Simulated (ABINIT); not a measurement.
## Selenium (P3_121, 3 atoms a cell): G0W0 with ABINIT, start to end

How does a plane-wave GW calculation on Selenium (P3_121, 3 atoms a cell) run from the first input to the gap?

Main program and level: ABINIT 10.8.3; PBE and many-body steps on it, plane waves.

**The experiments to reproduce.**

- Gap 1.68 eV: quasiparticle gap from dI/dV; STS; 78 K; film (ultrathin trigonal Se film on Te film) (“Selenium / Tellurium Two-Dimensional Structures: from Isovalent Se Dopants in Te to Atomically Thin Se Films”, 2023, arxiv:2307.02723).

- Gap 1.95 ± 0.04 eV: optical gap from Tauc plot, consistent with EQE derivative; UV-vis absorption; film (evaporated film annealed at 200 C for 2 min) (“Ultrathin high band gap solar cells with improved efficiencies from the world’s oldest photovoltaic material”, 2017, pmc:5613033).

## (1) Set-up

It takes space group P3_121 (No. 152, trigonal). The conventional cell has a = 4.366 Å, b = 4.366 Å, c = 4.954 Å, α = 90.00°, β = 90.00°, γ = 120.00°. Nearest to Se lie 2 Se at 2.37 Å.

The cell and positions come from the Crystallography Open Database and are kept as given unless a step says otherwise.

## (2) Ground state

This step: ABINIT 10.8.3; DFT, PBE, plane waves, norm-conserving pseudopotentials.

The ground-state density comes first.

run.abi

```
acell 3*1.0 Angstrom
rprim 
  4.366199999998 0.000000000000 0.000000000000
  -2.183099999999 3.781240118002 0.000000000000
  0.000000000000 0.000000000000 4.953600000000
ntypat 1
znucl 34
natom 3
typat 1 1 1
xred 
  0.225400000000 0.000000000000 0.333333333333
  0.000000000000 0.225400000000 0.666666666667
  0.774600000000 0.774600000000 0.000000000000
pp_dirpath "pseudos"
pseudos "Se.upf"
ecut 48
ngkpt 6 6 4
nshiftk 1
shiftk 0 0 0
kptopt 1
chksymbreak 0
nband 41
occopt 1
tolvrs 1e-10
nstep 60
prtwf 0
optforces 0
optstress 0
indata_prefix "in"
outdata_prefix "out"
tmpdata_prefix "tmp"
```

On the command line:

```console
$ OMP_NUM_THREADS=1 mpirun -n 4 abinit run.abi > log
```

Numbers of over 12 decimals in the logs are rounded to 6 here.

What it wrote:

```text
.Version 10.8.3 of ABINIT. v10.8.2 released Aug 2026.

 Symmetries : space group P3_1 2 1 (#152); Bravais hP (primitive hexag.)
================================================================================
 Values of the parameters that define the memory need of the present run
     intxc =       0    ionmov =       0      iscf =       7    lmnmax =       6
     lnmax =       6     mgfft =      60  mpssoang =       3    mqgrid =    3001
     natom =       3  nloc_mem =       1    nspden =       1   nspinor =       1
    nsppol =       1      nsym =       6    n1xccc =    2501    ntypat =       1
    occopt =       1   xclevel =       2
-    mband =          41        mffmem =           1         mkmem =           6
       mpw =        8799          nfft =      174960          nkpt =          24
================================================================================
  Rough estimation (10% accuracy) of disk space for files :
================================================================================

--------------------------------------------------------------------------------
------------- Echo of variables that govern the present computation ------------
--------------------------------------------------------------------------------
 -outvars: echo values of preprocessed input variables --------
            acell      1.8897261259E+00  1.8897261259E+00  1.8897261259E+00 Bohr

      chksymbreak           0
             ecut      4.80000000E+01 Hartree
-          fftalg         312

              ixc     -101130
              kpt      0.00000000E+00  0.00000000E+00  0.00000000E+00
                       1.66666667E-01  0.00000000E+00  0.00000000E+00
                       3.33333333E-01  0.00000000E+00  0.00000000E+00
                       5.00000000E-01  0.00000000E+00  0.00000000E+00
                       1.66666667E-01  1.66666667E-01  0.00000000E+00
                       3.33333333E-01  1.66666667E-01  0.00000000E+00
                       3.33333333E-01  3.33333333E-01  0.00000000E+00
                       0.00000000E+00  0.00000000E+00  2.50000000E-01
                       1.66666667E-01  0.00000000E+00  2.50000000E-01
   [... 13 further rows ...]
                       3.33333333E-01  1.66666667E-01  5.00000000E-01
                       3.33333333E-01  3.33333333E-01  5.00000000E-01
         kptrlatt        6    0    0      0    6    0      0    0    4
          kptrlen      3.74437893E+01
P           mkmem           6
            natom           3
            nband          41
            ngfft          54      54      60
             nkpt          24
            nstep          60
             nsym           6
           ntypat           1
              occ      2.000000  2.000000  2.000000  2.000000  2.000000  2.000000
                       2.000000  2.000000  2.000000  2.000000  2.000000  2.000000
                       2.000000  2.000000  2.000000  2.000000  2.000000  2.000000
                       2.000000  2.000000  2.000000  2.000000  2.000000  2.000000
                       2.000000  2.000000  2.000000  2.000000  2.000000  2.000000
                       2.000000  2.000000  2.000000  2.000000  2.000000  2.000000
                       0.000000  0.000000  0.000000  0.000000  0.000000
        optforces           0
        optstress           0
            prtwf           0
            rprim      4.3662000000E+00  0.0000000000E+00  0.0000000000E+00
[...]
spgroup         152

           tolvrs      1.00000000E-10

             xred      2.2540000000E-01  9.2518585385E-18  3.3333333333E-01
[...]
znucl       34.00000

================================================================================

 chkinp: Checking input parameters for consistency.

================================================================================
== DATASET  1 ==================================================================
-   mpi_nproc: 4, omp_nthreads: 1 (-1 if OMP is not activated)

--- !DatasetInfo
iteration_state: {dtset: 1, }
dimensions: {natom: 3, nkpt: 24, mband: 41, nsppol: 1, nspinor: 1, nspden: 1, mpw: 8799, }
cutoff_energies: {ecut:  48.0, pawecutdg:  -1.0, }
electrons: {nelect:   7.20000000E+01, charge:   0.00000000E+00, occopt:   1.00000000E+00, tsmear:   1.00000000E-02, }

 Real(R)+Recip(G) space primitive vectors, cartesian coordinates (Bohr,Bohr^-1):
 R(1)=  8.2509222  0.0000000  0.0000000  G(1)=  0.1211986  0.0699740  0.0000000
 R(2)= -4.1254611  7.1455082  0.0000000  G(2)=  0.0000000  0.1399481  0.0000000
 R(3)=  0.0000000  0.0000000  9.3609473  G(3)=  0.0000000  0.0000000  0.1068268
 Unit cell volume ucvol=  5.5189368E+02 bohr^3
 Angles (23,13,12)=  9.00000000E+01  9.00000000E+01  1.20000000E+02 degrees

 getcut: wavevector=  0.0000  0.0000  0.0000  ngfft=  54  54  60
         ecut(hartree)=     48.000   => boxcut(ratio)=   2.05516

--- Pseudopotential description ------------------------------------------------
- Se Generated using ONCVPSP code by D. R. Hamann
- 34.00000  24.00000  171031                  znucl, zion, pspdat
12 -101130 2 -1 1214                          pspcod,pspxc,lmax,lloc,mmax
     nproj     2     2     2
  pspatm : epsatm=   25.39064422
         --- l  ekb(1:nproj) -->
[...]
pspatm: atomic psp has been read  and splines computed

   5.48437915E+03                                ecore*ucvol(ha*bohr**3)
--------------------------------------------------------------------------------

_setup2: Arith. and geom. avg. npw (full set) are    8766.896    8766.887

================================================================================

--- !BeginCycle
iteration_state: {dtset: 1, }
solver: {iscf: 7, nstep: 60, nline: 4, wfoptalg: 0, }
tolerances: {tolvrs: 1.00E-10, }

     iter   Etot(hartree)      deltaE(h)  residm     vres2
 ETOT  1  -1008.8481109110    -1.009E+03 2.056E+00 6.341E+02
 ETOT  2  -1014.6751280540    -5.827E+00 5.091E-02 8.153E+02
 ETOT  3  -1014.7663694866    -9.124E-02 1.219E-02 1.652E+02
 ETOT  4  -1014.7773288445    -1.096E-02 8.130E-04 6.395E+01
 ETOT  5  -1014.7846204032    -7.292E-03 1.160E-03 9.150E-01
 ETOT  6  -1014.7847141518    -9.375E-05 1.490E-04 3.955E-03
 ETOT  7  -1014.7847142666    -1.148E-07 5.542E-04 2.702E-03
 ETOT  8  -1014.7847145740    -3.074E-07 1.159E-04 2.754E-05
 ETOT  9  -1014.7847145770    -3.018E-09 3.513E-04 1.468E-06
 ETOT 10  -1014.7847145772    -1.269E-10 6.516E-05 2.572E-09
 ETOT 11  -1014.7847145772    -4.979E-11 1.796E-04 1.584E-11

 At SCF step   11       vres2   =  1.58E-11 < tolvrs=  1.00E-10 =>converged.

--- !ResultsGS
iteration_state: {dtset: 1, }
comment   : Summary of ground state results
lattice_vectors:
- [  8.2509222,   0.0000000,   0.0000000, ]
- [ -4.1254611,   7.1455082,   0.0000000, ]
- [  0.0000000,   0.0000000,   9.3609473, ]
lattice_lengths: [   8.25092,    8.25092,    9.36095, ]
lattice_angles: [ 90.000,  90.000, 120.000, ] # degrees, (23, 13, 12)
lattice_volume:   5.5189368E+02
convergence: {deltae: -4.979E-11, res2:  1.584E-11, residm:  1.796E-04, diffor:  0.000E+00, }
etotal    :  -1.01478471E+03
entropy   :   0.00000000E+00
fermie    :   1.57728916E-01
cartesian_stress_tensor: null
pressure_GPa: null
xred      :
- [  2.2540E-01,   9.2519E-18,   3.3333E-01, Se]
- [  2.9513E-18,   2.2540E-01,   6.6667E-01, Se]
- [  7.7460E-01,   7.7460E-01,  -9.2519E-18, Se]
cartesian_forces: null
force_length_stats: {min: null, max: null, mean: null, }

 Integrated electronic density in atomic spheres:
 ------------------------------------------------
 Atom  Sphere_radius  Integrated_density
[...]
2        2.00000         21.16684370
    3        2.00000         21.16684370
================================================================================

 ----iterations are completed or convergence reached----

 Mean square residual over all n,k,spin=   19.086E-08; max=  17.963E-05
 reduced coordinates (array xred) for    3 atoms
       0.225400000000      0.000000000000      0.333333333333
       0.000000000000      0.225400000000      0.666666666667
       0.774600000000      0.774600000000     -0.000000000000
 rms dE/dt=  0.0000E+00; max dE/dt=  0.0000E+00; dE/dt below (all hartree)
    1       0.000000000000      0.000000000000      0.000000000000
    2       0.000000000000      0.000000000000      0.000000000000
    3       0.000000000000      0.000000000000      0.000000000000

 cartesian coordinates (angstrom) at end:
    1      0.984141     0.000000     1.651200
    2     -0.492071     0.852292     3.302400
    3      1.691029     2.928949    -0.000000
 length scales=  1.889726125908  1.889726125908  1.889726125908 bohr
              =  1.000000000000  1.000000000000  1.000000000000 angstroms
 prteigrs : about to open file out_EIG
 Fermi (or HOMO) energy (hartree) =   0.15773   Average Vxc (hartree)=  -0.34778
 Eigenvalues (hartree) for nkpt=  24  k points:
 kpt#   1, nband= 41, wtk=  0.00694, kpt=  0.0000  0.0000  0.0000 (reduced coord)
  -7.50466   -7.50465   -7.50465   -5.28447   -5.28447   -5.28437   -5.28225   -5.28218
  -5.28218   -5.27395   -5.27395   -5.27395   -1.61834   -1.61834   -1.61704   -1.61681
  -1.61681   -1.61499   -1.60937   -1.60918   -1.60918   -1.60721   -1.60721   -1.60709
  -1.60586   -1.60489   -1.60489   -0.42472   -0.27359   -0.27359    0.01638    0.01638
   0.01934    0.08225    0.08225    0.14224    0.22700    0.22700    0.23700    0.38424
   0.39673
 prteigrs : prtvol=0 or 1, do not print more k-points.

--- !EnergyTerms
iteration_state     : {dtset: 1, }
comment             : Components of total free energy in Hartree
kinetic             :  4.38413601455793E+02
hartree             :  4.37698086157314E+02
xc                  : -8.64680363343585E+01
Ewald energy        : -4.11906356507489E+02
psp_core            :  9.93738354682983E+00
local_psp           : -1.14284602175724E+03
non_local_psp       : -2.59613371138053E+02
total_energy        : -1.01478471457720E+03
total_energy_eV     : -2.76136988248778E+04
band_energy         : -1.89766137599876E+02

== END DATASET(S) ==============================================================
================================================================================

 -outvars: echo values of variables after computation  --------
           etotal     -1.0147847146E+03
            nband          41
             nkpt          24
          spgroup         152
 [... the other variables as echoed above ...]

 Calculation completed.
```

Run time: 89 s. Hardware: 4 MPI ranks of Arm Neoverse V1, shared host; peak memory 0.51 GiB.

Numbers from this step:

- total energy: -27613.6988 eV
- gap: 1.036 eV
- k of the valence top: 0.5, 0, 0.5
- k of the conduction bottom: 0.3333, 0.3333, 0.5
- least direct gap: 1.265 eV

The gap is indirect, with the least direct gap 0.23 eV higher.

(Continued in part 2 of 3.)

[Paths, hosts, dates, memory and timing lines, banners, echoed tables and standing remarks are left out of the program output.]

[Logs are printed without paths, hosts, clocks, repeated set-up lines and the standing remarks that a program may print on its own settings, such as how far it seeks lower states.]

[Runs of the session that timed out or met a known fault of the program may be left out.]

[Hosts, paths, dates, database ids (printed as entryN), source tags and the programs' standing remarks are cut or masked in the printed files.]

[G0W0 gaps are taken among the corrected bands and points alone; a level outside them can change the order at an edge.]

[Where Ansatz stands beside ABINIT at settings called matched, ABINIT's density can come from a denser mesh and the files from another edition; pairs whose starting gaps differed by over 0.03 eV were left out, so agreement reads better than it is.]
